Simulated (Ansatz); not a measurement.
# Cs2ThCl6 (P-3m1): how robust is the cRPA U?

Aim: hold the target of a cRPA run on Cs2ThCl6 (P-3m1) and move one thing at a time.

Calculated with Ansatz 0.2.0; constrained RPA on LDA, plane waves, PAW.

Most raw output is cut from this account.

## 1. The structure

The structure is trigonal, space group P-3m1 (No. 164). Conventional cell: a = 7.614 Å, b = 7.614 Å, c = 6.038 Å, α = 90.00°, β = 90.00°, γ = 120.00°. Nearest to Cs lie 12 Cl at 3.62 to 3.81 Å. Nearest to Th lie 6 Cl at 2.81 Å. Nearest to Cl lie 1 Th at 2.81 Å and 4 Cs at 3.62 to 3.81 Å. Farther neighbours and most contacts between anions are not listed.

The cell and positions come from the Crystallography Open Database and are kept as given unless a step says otherwise. The program's search for lower electronic states was switched off, so nothing shows that the state found is the lowest. Spin-orbit coupling is left out unless a step names it. The default PAW set here is soft_2. Its files were made with PBE.

## 2. Base: Th f, bands c1 to c7, 3×3×2 mesh, medium accuracy

Constrained RPA screens the interaction with every transition except those inside the target bands, which a later many-body model would treat itself.

File input.yaml:

```yaml
crystal:
  lattice:
    - [0.0, -5.38391103, 5.38391103]
    - [5.38391103, 0.0, -5.38391103]
    - [3.48604093, 3.48604093, 3.48604093]
  atoms:
    - { symbol: Cs, position: [0.3333333333, 0.6666666667, 0.75] }
    - { symbol: Cs, position: [0.6666666667, 0.3333333333, 0.25] }
    - { symbol: Th, position: [0.0, 0.0, 0.0] }
    - { symbol: Cl, position: [0.178, 0.822, 0.256] }
    - { symbol: Cl, position: [0.178, 0.356, 0.256] }
    - { symbol: Cl, position: [0.644, 0.822, 0.256] }
    - { symbol: Cl, position: [0.822, 0.178, 0.744] }
    - { symbol: Cl, position: [0.356, 0.178, 0.744] }
    - { symbol: Cl, position: [0.822, 0.644, 0.744] }
kpoints:
  mp_grid: { grid: [6, 6, 4] }
hamiltonian:
  xc: lda
scf:
  occupations: { method: gaussian, width: 0.08 }
  n_extra_bands: 21
  max_iter: 150
  lower_state_search: "off"
output:
  crpa:
    kmesh: [3, 3, 2]
    target_bands: [c1, c7]
    projections: [{ species: Th, l: f, shell: 5 }]
  local_orbitals:
    kmesh: [6, 6, 4]
    orbitals: [{ species: Th, l: f, shell: 5 }]
    window: { bands: [c1, c7] }
    seedname: lo
```

Started as:

```console
ansatz run input.yaml --threads 8 --pin off --max-ram 18432MiB --backend cpu --events-out ev --progress --plain --runs-dir out
```

Run time: 2 min. Hardware: 8 threads of Arm Neoverse V2, shared host; peak memory 2.4 GiB; 15 min of CPU time.

Numbers from this step:

- U: 4.930 eV
- U prime (inter-orbital): 4.280 eV
- J: 0.3052 eV
- bare V: 15.03 eV
- bare J: 0.4198 eV
- stated bound on U: 0.008571 eV
- U over bare V: 0.3281
- electrons in the window: 0
- head of the constrained inverse dielectric matrix: 0.3402
- least eigenvalue of the projection's overlap: 0.8672
- target functions: 7
- bands in the sums: 86
- r.m.s. miss of the model bands: 2.23e-4 eV
- width of the target bands: 0.4275 eV
- weight of the projected orbitals in the window: 0.9320

On the Th f shell, screening brings the on-site interaction from 15.0 eV down to U = 4.93 eV.

## 3. Changed: sums over states on smooth products

Changes to input.yaml since step 2:

```diff
@@ -29,6 +29,5 @@
     projections: [{ species: Th, l: f, shell: 5 }]
-  local_orbitals:
-    kmesh: [6, 6, 4]
-    orbitals: [{ species: Th, l: f, shell: 5 }]
-    window: { bands: [c1, c7] }
-    seedname: lo
+    accuracy: sum_over_states
+    pair_densities: pseudo
+    n_empty_bands: 72
+    ecut_chi: 136
```

Wall time 11 s (8 threads); peak memory 1.3 GiB; 82 s of CPU time.

This variant gives U = 5.39 eV against 4.93 eV. It is a finite sum over empty states with no bound on its error and stays out of the table below.

## 4. Changed: smooth pair densities

Changes to input.yaml since step 3:

```diff
@@ -29,5 +29,2 @@
     projections: [{ species: Th, l: f, shell: 5 }]
-    accuracy: sum_over_states
     pair_densities: pseudo
-    n_empty_bands: 72
-    ecut_chi: 136
```

Wall time 92 s (8 threads); peak memory 2.2 GiB; 12 min of CPU time.

This step gave:

```
U                                                 : 5.032 eV
U prime (inter-orbital)                           : 4.321 eV
J                                                 : 0.3331 eV
bare V                                            : 15.03 eV
bare J                                            : 0.4198 eV
stated bound on U                                 : 0.005960 eV
U over bare V                                     : 0.3348
electrons in the window                           : 0
head of the constrained inverse dielectric matrix : 0.3405
least eigenvalue of the projection's overlap      : 0.8672
target functions                                  : 7
bands in the sums                                 : 86
width of the target bands                         : 0.4275 eV
weight of the projected orbitals in the window    : 0.9320
```

On the Th f shell, screening brings the on-site interaction from 15.0 eV down to U = 5.03 eV.

## 5. Changed: sums without a band count

Changes to input.yaml since step 4:

```diff
@@ -29,2 +29,2 @@
     projections: [{ species: Th, l: f, shell: 5 }]
-    pair_densities: pseudo
+    accuracy: sum_over_states
```

Elapsed: 0.17 s, on 8 threads; peak memory 0.1 GiB.

The input was rejected at the start.

The program's message: “Error: 2 input errors — fix all and re-run”

The fault put into this input: sums without a band count.

## 6. Changed: potentials

Changes to input.yaml since step 5:

```diff
@@ -19,2 +19,3 @@
   xc: lda
+  pseudopotentials: { kind: paw, source: ansatz }
 scf:
@@ -29,2 +30 @@
     projections: [{ species: Th, l: f, shell: 5 }]
-    accuracy: sum_over_states
```

The job ended after 6.5 min (8 threads; peak memory 4.5 GiB; 51 min of CPU time).

Numbers from this step:

* U: 4.925 eV
* U prime (inter-orbital): 4.278 eV
* J: 0.3039 eV
* bare V: 14.98 eV
* bare J: 0.4185 eV
* stated bound on U: 0.009115 eV
* U over bare V: 0.3288
* electrons in the window: 0
* head of the constrained inverse dielectric matrix: 0.3403
* least eigenvalue of the projection's overlap: 0.8670
* target functions: 7
* bands in the sums: 86
* width of the target bands: 0.4309 eV
* weight of the projected orbitals in the window: 0.9317

On the Th f shell, screening brings the on-site interaction from 15.0 eV down to U = 4.92 eV.

## 7. Changed: r2SCAN

This step: constrained RPA on r2SCAN, plane waves, PAW.

Changes to input.yaml since step 6:

```diff
@@ -18,4 +18,3 @@
 hamiltonian:
-  xc: lda
-  pseudopotentials: { kind: paw, source: ansatz }
+  xc: r2scan
 scf:
```

Elapsed: 2.9 min, on 8 threads; peak memory 3.3 GiB; 22 min of CPU time.

This step gave:

- U: 5.509 eV
- U prime (inter-orbital): 4.839 eV
- J: 0.3148 eV
- bare V: 15.24 eV
- bare J: 0.4278 eV
- stated bound on U: 0.01103 eV
- U over bare V: 0.3614
- electrons in the window: 0
- head of the constrained inverse dielectric matrix: 0.3792
- least eigenvalue of the projection's overlap: 0.8816
- target functions: 7
- bands in the sums: 86
- width of the target bands: 0.4656 eV
- weight of the projected orbitals in the window: 0.9388

On the Th f shell, screening brings the on-site interaction from 15.2 eV down to U = 5.51 eV.

## 8. Side by side

Times are wall times on 8 threads of Arm Neoverse V2, shared host, good to a factor of about two.

```
                  run  bare V (eV)  U (eV)  J (eV)  bound on U (eV)  width (eV)     time
        target window        15.03   4.930   0.305           0.0086        0.43    2 min
smooth pair densities        15.03   5.032   0.333           0.0060        0.43     92 s
           potentials        14.98   4.925   0.304           0.0091        0.43  6.5 min
               r2SCAN        15.24   5.509   0.315           0.0110        0.47  2.9 min
```

## 9. Summary of results

```json
{"target window": "U 4.93 eV, J 0.31 eV", "smooth pair densities": "U 5.03 eV, J 0.33 eV", "potentials": "U 4.92 eV, J 0.30 eV", "r2SCAN": "U 5.51 eV, J 0.31 eV"}
```

What this shows: Smooth pair densities moves U by +0.10 eV. Potentials moves U by −0.01 eV (within the solver's bounds, for the mean over orbitals) at 3.3 times the time. r2SCAN moves U by +0.58 eV. The printed bound covers the solver alone, not the mesh, and no denser mesh than the base was run. The parent state is non-magnetic and the interaction static (zero frequency); U depends on the window and the orbitals, so it belongs to this model alone. Spin-orbit coupling, which is strong for atoms this heavy, is left out. Coarse meshes can leave U off its limit, most where the target bands are metallic.

[Paths, hosts, dates, memory and timing lines, banners, echoed tables and standing remarks are left out of the program output.]

[Logs are printed without paths, hosts, clocks, repeated set-up lines and the standing remarks that a program may print on its own settings, such as how far it seeks lower states.]

[Runs of the session that timed out or met a known fault of the program may be left out.]

[Hosts, paths, dates, database ids (printed as entryN), source tags and the programs' standing remarks are cut or masked in the printed files.]
